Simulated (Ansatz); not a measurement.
# Preparing SiC (P6_3mc) as a host crystal

Aim: the runs on the perfect crystal SiC (P6_3mc) that a defect calculation needs first.

Main program and level: Ansatz 0.2.0; plane-wave PAW DFT, r2SCAN; relaxation of the defect-free supercell from its symmetric sites; PAW set soft_1, in the first sound run; inputs show where later runs differ.

## 1. Starting point

The cell holds 108 atoms: 54 Si and 54 C. Cell: a = 9.236 Å, b = 9.236 Å, c = 15.108 Å, α = 90.0°, β = 90.0°, γ = 120.0°.

## 2. Defect free supercell relaxed from its symmetric sites

This cell, the one that will hold the defects, is built from the relaxed host. Its coarser k-points can move the atoms a little, so it is relaxed from the symmetric sites, as the reference for the test of stability.

pristine.symmetric/input.yaml reads:

```yaml
crystal:
  lattice:
    - [9.2359949282, 0.0, 0.0]
    - [-4.6179974641, 7.998606237, 0.0]
    - [0.0, 0.0, 15.1078644027]
  atoms:
    - { symbol: Si, position: [0.1111111111, 0.2222222222, 0.8329853991] }
    - { symbol: Si, position: [0.2222222222, 0.1111111111, 0.3329853991] }
    - { symbol: Si, position: [0.2222222222, 0.1111111111, 0.666501017] }
    - { symbol: Si, position: [0.1111111111, 0.2222222222, 0.166501017] }
    - { symbol: Si, position: [0.0, 0.0, 0.4997224787] }
    - { symbol: Si, position: [0.0, 0.0, 0.9997224787] }
    - { symbol: C, position: [0.0, 0.0, 0.8743669375] }
    - { symbol: C, position: [0.0, 0.0, 0.3743669375] }
    - { symbol: C, position: [0.1111111111, 0.2222222222, 0.7079966829] }
    - { symbol: C, position: [0.2222222222, 0.1111111111, 0.2079966829] }
    - { symbol: C, position: [0.2222222222, 0.1111111111, 0.5415284848] }
    - { symbol: C, position: [0.1111111111, 0.2222222222, 0.0415284848] }
    - { symbol: Si, position: [0.1111111111, 0.5555555556, 0.8329853991] }
    - { symbol: Si, position: [0.2222222222, 0.4444444444, 0.3329853991] }
    - { symbol: Si, position: [0.2222222222, 0.4444444444, 0.666501017] }
    - { symbol: Si, position: [0.1111111111, 0.5555555556, 0.166501017] }
    - { symbol: Si, position: [0.0, 0.3333333333, 0.4997224787] }
    - { symbol: Si, position: [0.0, 0.3333333333, 0.9997224787] }
    - { symbol: C, position: [0.0, 0.3333333333, 0.8743669375] }
    - { symbol: C, position: [0.0, 0.3333333333, 0.3743669375] }
    - { symbol: C, position: [0.1111111111, 0.5555555556, 0.7079966829] }
    - { symbol: C, position: [0.2222222222, 0.4444444444, 0.2079966829] }
    - { symbol: C, position: [0.2222222222, 0.4444444444, 0.5415284848] }
    - { symbol: C, position: [0.1111111111, 0.5555555556, 0.0415284848] }
    - { symbol: Si, position: [0.1111111111, 0.8888888889, 0.8329853991] }
    - { symbol: Si, position: [0.2222222222, 0.7777777778, 0.3329853991] }
    - { symbol: Si, position: [0.2222222222, 0.7777777778, 0.666501017] }
    - { symbol: Si, position: [0.1111111111, 0.8888888889, 0.166501017] }
    - { symbol: Si, position: [0.0, 0.6666666667, 0.4997224787] }
    - { symbol: Si, position: [0.0, 0.6666666667, 0.9997224787] }
[... 72 atom lines left out ...]
    - { symbol: C, position: [0.6666666667, 0.6666666667, 0.8743669375] }
    - { symbol: C, position: [0.6666666667, 0.6666666667, 0.3743669375] }
    - { symbol: C, position: [0.7777777778, 0.8888888889, 0.7079966829] }
    - { symbol: C, position: [0.8888888889, 0.7777777778, 0.2079966829] }
    - { symbol: C, position: [0.8888888889, 0.7777777778, 0.5415284848] }
    - { symbol: C, position: [0.7777777778, 0.8888888889, 0.0415284848] }
basis:
  ecutwfc: 500
  xc_grid: 2
hamiltonian:
  xc: r2scan
  pseudopotentials: { kind: paw, azcp: { folder: soft_1 } }
kpoints:
  mp_grid: { grid: [1, 1, 1], shift: [0.25, 0.25, 0.25] }
scf:
  occupations: { method: fermi_dirac, width: 0.01 }
  max_iter: 80
output:
  forces: true
relax:
  f_tol: 0.01
  max_steps: 60
  escape_saddle: false
checkpoint:
  write: "../pristine.symmetric.run"
  compress: false
  write_wavefunctions: false
  write_every: 100000
```

Launch:

```console
$ ansatz run input.yaml --threads 4 --pin off --max-ram 15073MiB --backend cpu --events-out ev --progress --plain --runs-dir out
```

Numbers of over 12 decimals in the logs are rounded to 6 here.

The log of the run:

```text
[... repeated set-up lines and file paths are left out, and long positions are rounded to six places ...]
Engine: ansatz 0.2.0, aarch64-unknown-linux-gnu
Pseudopotentials: kind: paw
Pseudopotential: Si, paw, valence charge 4, recommended cutoff 500 eV (meta_gga), soft_1/Si.paw.azcp
Pseudopotential: C, paw, valence charge 4, recommended cutoff 500 eV (meta_gga), soft_1/C.paw.azcp
Functional definition: r2SCAN
  parameter k0 = 0.174
  parameter k1 = 0.065
  parameter a1 = 4.9479
  exchange = r2scan_x(k0 = k0, k1 = k1, a1 = a1)
  correlation = r2scan_c
Crystal: 108 atoms, lattice volume = 1116.095 Å³
Basis set: ecut = 500 eV, 28399 PW (Γ), exchange–correlation on 144×144×240 points (8 copies of the dense FFT grid, shifted against one another)
Bands: 324, of which v1, the nominal top of the filled ones, is band 216 counted from 1 (215 counted from 0)
Symmetry: 18 space group operations
k-points: 1
Non-local potential: Si, projectors of the file, l = 0: 2, l = 1: 2, l = 2: 1
Non-local potential: C, projectors of the file, l = 0: 2, l = 1: 2, l = 2: 1
PAW form: soft (Blöchl's): semilocal exchange-correlation on the pseudo side does not see the compensation charge
PAW frozen core: Si, regenerated for the run's functional (the file was generated under x = pbe(κ = 0.804, μ = 0.219515), c = pbe(β = 0.066725))
PAW frozen core: C, regenerated for the run's functional (the file was generated under x = pbe(κ = 0.804, μ = 0.219515), c = pbe(β = 0.066725))
PAW one-centre angular grid: Si, 302 points (default); XC on 160 Gauss nodes
PAW one-centre angular grid: C, 302 points (default); XC on 219 of its mesh's 2255 points in the sphere
Initial density: superposition of atomic densities (chi_scale 0.1, normalization cell, long waves kept (reshape's long-wave potential 0.00 eV rms))
Initial wavefunctions: pseudopotential atomic-orbital guess
Functional: x = r2scan, c = r2scan; τ floored in thin density (d = 2e-4 eV/Å³)
SCF iter   1: F=—  HF=-48193.967945 eV  |F-HF|=—  |Δ(HF+E_count)|=         —  Δρ=1.32e-1  dr2=2.39e2  dr2_τ=2.74e1  ethr=3.10e-3  ⟨swp⟩=6.0  Hψ=1493  notcnv=0  defer=61
preconditioner: auto → Resta (q_TF=auto, 2.329 Å⁻¹)  ε∞=3.9  [insulator: Δε(μ)=4.443 eV  Ē_g=13.605 eV  σ=0.010 eV  W_gap=1.00  n_scr=244 (ndim 8)  ℏωp=23.1 eV  f_vac=0.000  D(μ)=0.00/eV (n_scr^D=0)  ε∞_Penn≈3.9]
SCF iter   2: F=—  HF=-48134.134417 eV  |F-HF|=—  |Δ(HF+E_count)|=    5.98e1  Δρ=4.89e-2  dr2=2.51e1  dr2_τ=2.73e0  ethr=3.10e-3  ⟨swp⟩=4.0  Hψ=761  notcnv=0  defer=103
SCF iter   3: F=—  HF=-48135.773989 eV  |F-HF|=—  |Δ(HF+E_count)|=    1.64e0  Δρ=1.87e-2  dr2=2.56e0  dr2_τ=8.66e-2  ethr=3.10e-3  ⟨swp⟩=2.0  Hψ=426  notcnv=0  defer=29
automatic band count: iteration 3 solves 250 bands in place of 324: the levels show a gap, and the empty bands left out lie too high to hold charge; the band table lists the bands solved (type scf.n_extra_bands for more)
SCF iter   4: F=—  HF=-48136.262984 eV  |F-HF|=—  |Δ(HF+E_count)|=   4.89e-1  Δρ=1.66e-3  dr2=1.98e-2  dr2_τ=2.28e-3  ethr=5.92e-4  ⟨swp⟩=3.0  Hψ=442  notcnv=0  defer=29
SCF iter   5: F=—  HF=-48136.266554 eV  |F-HF|=—  |Δ(HF+E_count)|=   3.57e-3  Δρ=2.92e-4  dr2=1.02e-3  dr2_τ=4.39e-5  ethr=4.59e-6  ⟨swp⟩=2.0  Hψ=442  notcnv=0  defer=29
SCF iter   6: F=—  HF=-48136.266668 eV  |F-HF|=—  |Δ(HF+E_count)|=   1.14e-4  Δρ=6.13e-5  dr2=3.79e-5  dr2_τ=2.82e-6  ethr=2.36e-7  ⟨swp⟩=3.0  Hψ=590  notcnv=0  defer=29
SCF iter   7: F=—  HF=-48136.266673 eV  |F-HF|=—  |Δ(HF+E_count)|=   4.57e-6  Δρ=2.25e-5  dr2=7.02e-6  dr2_τ=8.09e-7  ethr=5.79e-10  ⟨swp⟩=5.0  Hψ=1038  notcnv=0
SCF iter   8: F=-48136.266672 eV  HF=-48136.266672 eV  |F-HF|=2.16e-8  |Δ(HF+E_count)|=   1.28e-6  Δρ=3.17e-6  dr2=7.77e-8  dr2_τ=2.92e-9  ethr=5.79e-10  ⟨swp⟩=5.0  Hψ=1008  notcnv=0
SCF 1 converged in 8 iterations: F = -48136.266672 eV  dr2 = 7.77e-8
  greatest PAW one-centre occupation: 0.661 electrons in one spin orbital (limit 2), on the C atom at site 103 (counted from 0), in its partial waves of l = 0
relax step   1: F+E_penalty+E_count = -48136.26667156 eV  Δ(F+E_penalty+E_count) = +0.000e0 eV  max|allowed force component| = 6.339e-2 eV/Å  Δτ_max = 0.0000 Å  (8 SCF iters, dr2 threshold 2.50e-6 eV, accepted)
[... the SCF cycles and remarks between the steps are left out from here to the last step ...]
relax step   2: F+E_penalty+E_count = -48136.27246614 eV  Δ(F+E_penalty+E_count) = -5.795e-3 eV  max|allowed force component| = 3.569e-2 eV/Å  Δτ_max = 0.0093 Å  (5 SCF iters, dr2 threshold 2.51e-7 eV, accepted)
SCF iter   1: F=—  HF=-48136.275216 eV  |F-HF|=—  |Δ(HF+E_count)|=         —  Δρ=2.24e-4  dr2=5.20e-4  dr2_τ=5.11e-4  ethr=8.88e-7  ⟨swp⟩=4.0  Hψ=531  notcnv=0  defer=29
automatic band count: iteration 1 solves 250 bands in place of 324: the levels show a gap, and the empty bands left out lie too high to hold charge; the band table lists the bands solved (type scf.n_extra_bands for more)
SCF iter   2: F=—  HF=-48136.275151 eV  |F-HF|=—  |Δ(HF+E_count)|=   6.52e-5  Δρ=1.27e-4  dr2=1.66e-4  dr2_τ=6.96e-7  ethr=1.20e-7  ⟨swp⟩=2.0  Hψ=411  notcnv=0  defer=29
SCF iter   3: F=—  HF=-48136.275136 eV  |F-HF|=—  |Δ(HF+E_count)|=   1.55e-5  Δρ=1.63e-5  dr2=1.86e-6  dr2_τ=1.22e-7  ethr=3.84e-8  ⟨swp⟩=2.0  Hψ=427  notcnv=0  defer=29
SCF iter   4: F=—  HF=-48136.274759 eV  |F-HF|=—  |Δ(HF+E_count)|=   3.76e-4  Δρ=4.49e-6  dr2=2.10e-7  dr2_τ=1.34e-8  ethr=4.30e-10  ⟨swp⟩=2.0  Hψ=436  notcnv=0  defer=29
SCF iter   5: F=-48136.274759 eV  HF=-48136.274759 eV  |F-HF|=2.31e-9  |Δ(HF+E_count)|=   2.09e-8  Δρ=1.07e-6  dr2=1.18e-8  dr2_τ=4.07e-10  ethr=2.31e-11  ⟨swp⟩=4.0  Hψ=844  notcnv=0
SCF 3 converged in 5 iterations: F = -48136.274759 eV  dr2 = 1.18e-8
relax step   3: F+E_penalty+E_count = -48136.27475927 eV  Δ(F+E_penalty+E_count) = -2.293e-3 eV  max|allowed force component| = 9.557e-3 eV/Å  Δτ_max = 0.0016 Å  (5 SCF iters, accepted)
iter 1 solved again at ethr=2.75e-12 eV; its pass at ethr=3.10e-3 eV (dr2=1.19e-8 eV) is discarded
SCF iter   1: F=—  HF=-48136.274759 eV  |F-HF|=—  |Δ(HF+E_count)|=         —  Δρ=1.07e-6  dr2=1.18e-8  dr2_τ=4.10e-10  ethr=2.75e-12  ⟨swp⟩=1.0  Hψ=1278  notcnv=0  defer=103
SCF iter   2: F=-48136.274759 eV  HF=-48136.274759 eV  |F-HF|=1.46e-10  |Δ(HF+E_count)|=  3.93e-10  Δρ=6.02e-7  dr2=3.48e-9  dr2_τ=5.36e-11  ethr=2.73e-12  ⟨swp⟩=3.0  Hψ=701  notcnv=0
SCF 4 converged in 2 iterations: F = -48136.274759 eV  dr2 = 3.48e-9
SCF converged after 2 iterations
Free energy (F): -48136.274759 eV
Harris-Foulkes:  -48136.274759 eV  (|F-HF|=1.46e-10)
Internal energy: -48136.274759 eV  (E = F + TS)
E sigma→0 (E₀):  -48136.274759 eV
Fermi energy:    10.673664 eV
--- Per-component energies (eV) ---
[...]
atom  35  C      0.00827110    -0.00454513     0.00436980
  atom  36  C     -0.00807175     0.00489042     0.00436980
  atom  37  Si    -0.00867881     0.00472945    -0.00562540
  atom  38  Si     0.00843523    -0.00515134    -0.00562540
  atom  39  Si    -0.00942671     0.00559421    -0.00610501
  atom  40  Si     0.00955808    -0.00536666    -0.00610501
[...]
atom  97  Si    -0.00867881     0.00472945    -0.00562540
  atom  98  Si     0.00843523    -0.00515134    -0.00562540
  atom  99  Si    -0.00942671     0.00559421    -0.00610501
  atom 100  Si     0.00955808    -0.00536666    -0.00610501
  atom 101  Si    -0.00646915     0.00320338    -0.00523577
  atom 102  Si     0.00600878    -0.00400076    -0.00523577
  atom 103  C      0.00549682    -0.00276218     0.00363911
  atom 104  C     -0.00514052     0.00337929     0.00363911
  atom 105  C      0.00916302    -0.00526208     0.00342076
  atom 106  C     -0.00913860     0.00530437     0.00342076
  atom 107  C      0.00827110    -0.00454513     0.00436980
  atom 108  C     -0.00807175     0.00489042     0.00436980
  max |Σ_I F_I| component: 9.97e-2 eV/Å
--- Relaxed structure (3 steps of the walk, 3 accepted, 0 SCFs on fresh bases) ---
  F+E_penalty+E_count = -48136.27475927 eV   max|allowed force component| = 9.557e-3 eV/Å
  atoms:
    - { symbol: Si, position: [0.111591, 0.221713, 0.832940] }
    - { symbol: Si, position: [0.221713, 0.111591, 0.332940] }
    - { symbol: Si, position: [0.222271, 0.111024, 0.666446] }
    - { symbol: Si, position: [0.111024, 0.222271, 0.166446] }
    - { symbol: Si, position: [-0.000372, 0.000423, 0.499671] }
    - { symbol: Si, position: [0.000423, -0.000372, 0.999671] }
    - { symbol: C, position: [0.000671, -0.000683, 0.874431] }
    - { symbol: C, position: [-0.000683, 0.000671, 0.374431] }
    - { symbol: C, position: [0.111330, 0.221959, 0.708058] }
    - { symbol: C, position: [0.221959, 0.111330, 0.208058] }
    - { symbol: C, position: [0.222011, 0.111396, 0.541556] }
    - { symbol: C, position: [0.111396, 0.222011, 0.041556] }
    - { symbol: Si, position: [0.111591, 0.555046, 0.832940] }
    - { symbol: Si, position: [0.221713, 0.444924, 0.332940] }
    - { symbol: Si, position: [0.222271, 0.444357, 0.666446] }
    - { symbol: Si, position: [0.111024, 0.555605, 0.166446] }
    - { symbol: Si, position: [-0.000372, 0.333756, 0.499671] }
    - { symbol: Si, position: [0.000423, 0.332961, 0.999671] }
    - { symbol: C, position: [0.000671, 0.332650, 0.874431] }
    - { symbol: C, position: [-0.000683, 0.334004, 0.374431] }
    - { symbol: C, position: [0.111330, 0.555293, 0.708058] }
    - { symbol: C, position: [0.221959, 0.444663, 0.208058] }
    - { symbol: C, position: [0.222011, 0.444729, 0.541556] }
    - { symbol: C, position: [0.111396, 0.555344, 0.041556] }
    - { symbol: Si, position: [0.111591, 0.888380, 0.832940] }
    - { symbol: Si, position: [0.221713, 0.778257, 0.332940] }
    - { symbol: Si, position: [0.222271, 0.777691, 0.666446] }
    - { symbol: Si, position: [0.111024, 0.888938, 0.166446] }
    - { symbol: Si, position: [-0.000372, 0.667090, 0.499671] }
    - { symbol: Si, position: [0.000423, 0.666295, 0.999671] }
    - { symbol: C, position: [0.000671, 0.665983, 0.874431] }
    - { symbol: C, position: [-0.000683, 0.667337, 0.374431] }
    - { symbol: C, position: [0.111330, 0.888626, 0.708058] }
    - { symbol: C, position: [0.221959, 0.777997, 0.208058] }
    - { symbol: C, position: [0.222011, 0.778062, 0.541556] }
    - { symbol: C, position: [0.111396, 0.888677, 0.041556] }
    - { symbol: Si, position: [0.444924, 0.221713, 0.832940] }
    - { symbol: Si, position: [0.555046, 0.111591, 0.332940] }
    - { symbol: Si, position: [0.555605, 0.111024, 0.666446] }
    - { symbol: Si, position: [0.444357, 0.222271, 0.166446] }
    - { symbol: Si, position: [0.332961, 0.000423, 0.499671] }
    - { symbol: Si, position: [0.333756, -0.000372, 0.999671] }
    - { symbol: C, position: [0.334004, -0.000683, 0.874431] }
    - { symbol: C, position: [0.332650, 0.000671, 0.374431] }
    - { symbol: C, position: [0.444663, 0.221959, 0.708058] }
    - { symbol: C, position: [0.555293, 0.111330, 0.208058] }
    - { symbol: C, position: [0.555344, 0.111396, 0.541556] }
    - { symbol: C, position: [0.444729, 0.222011, 0.041556] }
    - { symbol: Si, position: [0.444924, 0.555046, 0.832940] }
    - { symbol: Si, position: [0.555046, 0.444924, 0.332940] }
    - { symbol: Si, position: [0.555605, 0.444357, 0.666446] }
    - { symbol: Si, position: [0.444357, 0.555605, 0.166446] }
    - { symbol: Si, position: [0.332961, 0.333756, 0.499671] }
    - { symbol: Si, position: [0.333756, 0.332961, 0.999671] }
    - { symbol: C, position: [0.334004, 0.332650, 0.874431] }
    - { symbol: C, position: [0.332650, 0.334004, 0.374431] }
    - { symbol: C, position: [0.444663, 0.555293, 0.708058] }
    - { symbol: C, position: [0.555293, 0.444663, 0.208058] }
    - { symbol: C, position: [0.555344, 0.444729, 0.541556] }
    - { symbol: C, position: [0.444729, 0.555344, 0.041556] }
    - { symbol: Si, position: [0.444924, 0.888380, 0.832940] }
    - { symbol: Si, position: [0.555046, 0.778257, 0.332940] }
    - { symbol: Si, position: [0.555605, 0.777691, 0.666446] }
    - { symbol: Si, position: [0.444357, 0.888938, 0.166446] }
    - { symbol: Si, position: [0.332961, 0.667090, 0.499671] }
    - { symbol: Si, position: [0.333756, 0.666295, 0.999671] }
    - { symbol: C, position: [0.334004, 0.665983, 0.874431] }
    - { symbol: C, position: [0.332650, 0.667337, 0.374431] }
    - { symbol: C, position: [0.444663, 0.888626, 0.708058] }
    - { symbol: C, position: [0.555293, 0.777997, 0.208058] }
    - { symbol: C, position: [0.555344, 0.778062, 0.541556] }
    - { symbol: C, position: [0.444729, 0.888677, 0.041556] }
    - { symbol: Si, position: [0.778257, 0.221713, 0.832940] }
    - { symbol: Si, position: [0.888380, 0.111591, 0.332940] }
    - { symbol: Si, position: [0.888938, 0.111024, 0.666446] }
    - { symbol: Si, position: [0.777691, 0.222271, 0.166446] }
    - { symbol: Si, position: [0.666295, 0.000423, 0.499671] }
    - { symbol: Si, position: [0.667090, -0.000372, 0.999671] }
    - { symbol: C, position: [0.667337, -0.000683, 0.874431] }
    - { symbol: C, position: [0.665983, 0.000671, 0.374431] }
    - { symbol: C, position: [0.777997, 0.221959, 0.708058] }
    - { symbol: C, position: [0.888626, 0.111330, 0.208058] }
    - { symbol: C, position: [0.888677, 0.111396, 0.541556] }
    - { symbol: C, position: [0.778062, 0.222011, 0.041556] }
    - { symbol: Si, position: [0.778257, 0.555046, 0.832940] }
    - { symbol: Si, position: [0.888380, 0.444924, 0.332940] }
    - { symbol: Si, position: [0.888938, 0.444357, 0.666446] }
    - { symbol: Si, position: [0.777691, 0.555605, 0.166446] }
    - { symbol: Si, position: [0.666295, 0.333756, 0.499671] }
    - { symbol: Si, position: [0.667090, 0.332961, 0.999671] }
    - { symbol: C, position: [0.667337, 0.332650, 0.874431] }
    - { symbol: C, position: [0.665983, 0.334004, 0.374431] }
    - { symbol: C, position: [0.777997, 0.555293, 0.708058] }
    - { symbol: C, position: [0.888626, 0.444663, 0.208058] }
    - { symbol: C, position: [0.888677, 0.444729, 0.541556] }
    - { symbol: C, position: [0.778062, 0.555344, 0.041556] }
    - { symbol: Si, position: [0.778257, 0.888380, 0.832940] }
    - { symbol: Si, position: [0.888380, 0.778257, 0.332940] }
    - { symbol: Si, position: [0.888938, 0.777691, 0.666446] }
    - { symbol: Si, position: [0.777691, 0.888938, 0.166446] }
    - { symbol: Si, position: [0.666295, 0.667090, 0.499671] }
    - { symbol: Si, position: [0.667090, 0.666295, 0.999671] }
    - { symbol: C, position: [0.667337, 0.665983, 0.874431] }
    - { symbol: C, position: [0.665983, 0.667337, 0.374431] }
    - { symbol: C, position: [0.777997, 0.888626, 0.708058] }
    - { symbol: C, position: [0.888626, 0.777997, 0.208058] }
    - { symbol: C, position: [0.888677, 0.778062, 0.541556] }
    - { symbol: C, position: [0.778062, 0.888677, 0.041556] }
```

The job ended after 71 s (4 threads of Arm Neoverse V1, shared host; peak memory 2.7 GiB; 4.6 min of CPU time).

Step by step:

| step | energy less that of the first step (eV) | largest force component (eV/Å) |
| --- | --- | --- |
| 1 | 0.0000 | 0.0634 |
| 2 | -0.0058 | 0.0357 |
| 3 | -0.0081 | 0.0096 |

The run keeps the 18 symmetry operations that it works with, so distortions that break them were not tested.

The atoms that moved most (Å):

| atom | dx | dy | dz | length |
| --- | --- | --- | --- | --- |
| C67 | 0.009 | -0.005 | 0.001 | 0.011 |
| C31 | 0.009 | -0.005 | 0.001 | 0.011 |
| C19 | 0.009 | -0.005 | 0.001 | 0.011 |
| C7 | 0.009 | -0.005 | 0.001 | 0.011 |
| C79 | 0.009 | -0.005 | 0.001 | 0.011 |
| C55 | 0.009 | -0.005 | 0.001 | 0.011 |
| C91 | 0.009 | -0.005 | 0.001 | 0.011 |
| C44 | -0.009 | 0.005 | 0.001 | 0.011 |

From the first step to the last the energy fell by 0.008 eV, and the largest move was 0.011 Å (C31 and 17 other atoms alike).

(Part 1 of 2 ends here.)

[Logs are printed without paths, hosts, clocks, repeated set-up lines and the standing remarks that a program may print on its own settings, such as how far it seeks lower states.]

[Hosts, paths, dates, database ids (printed as entryN), source tags and the programs' standing remarks are cut or masked in the printed files.]

[Runs of the host that timed out are not shown.]

[For some hosts the program warned that the k-mesh of the response run may be too coarse for force constants and the static dielectric constant; such warnings are not always shown.]
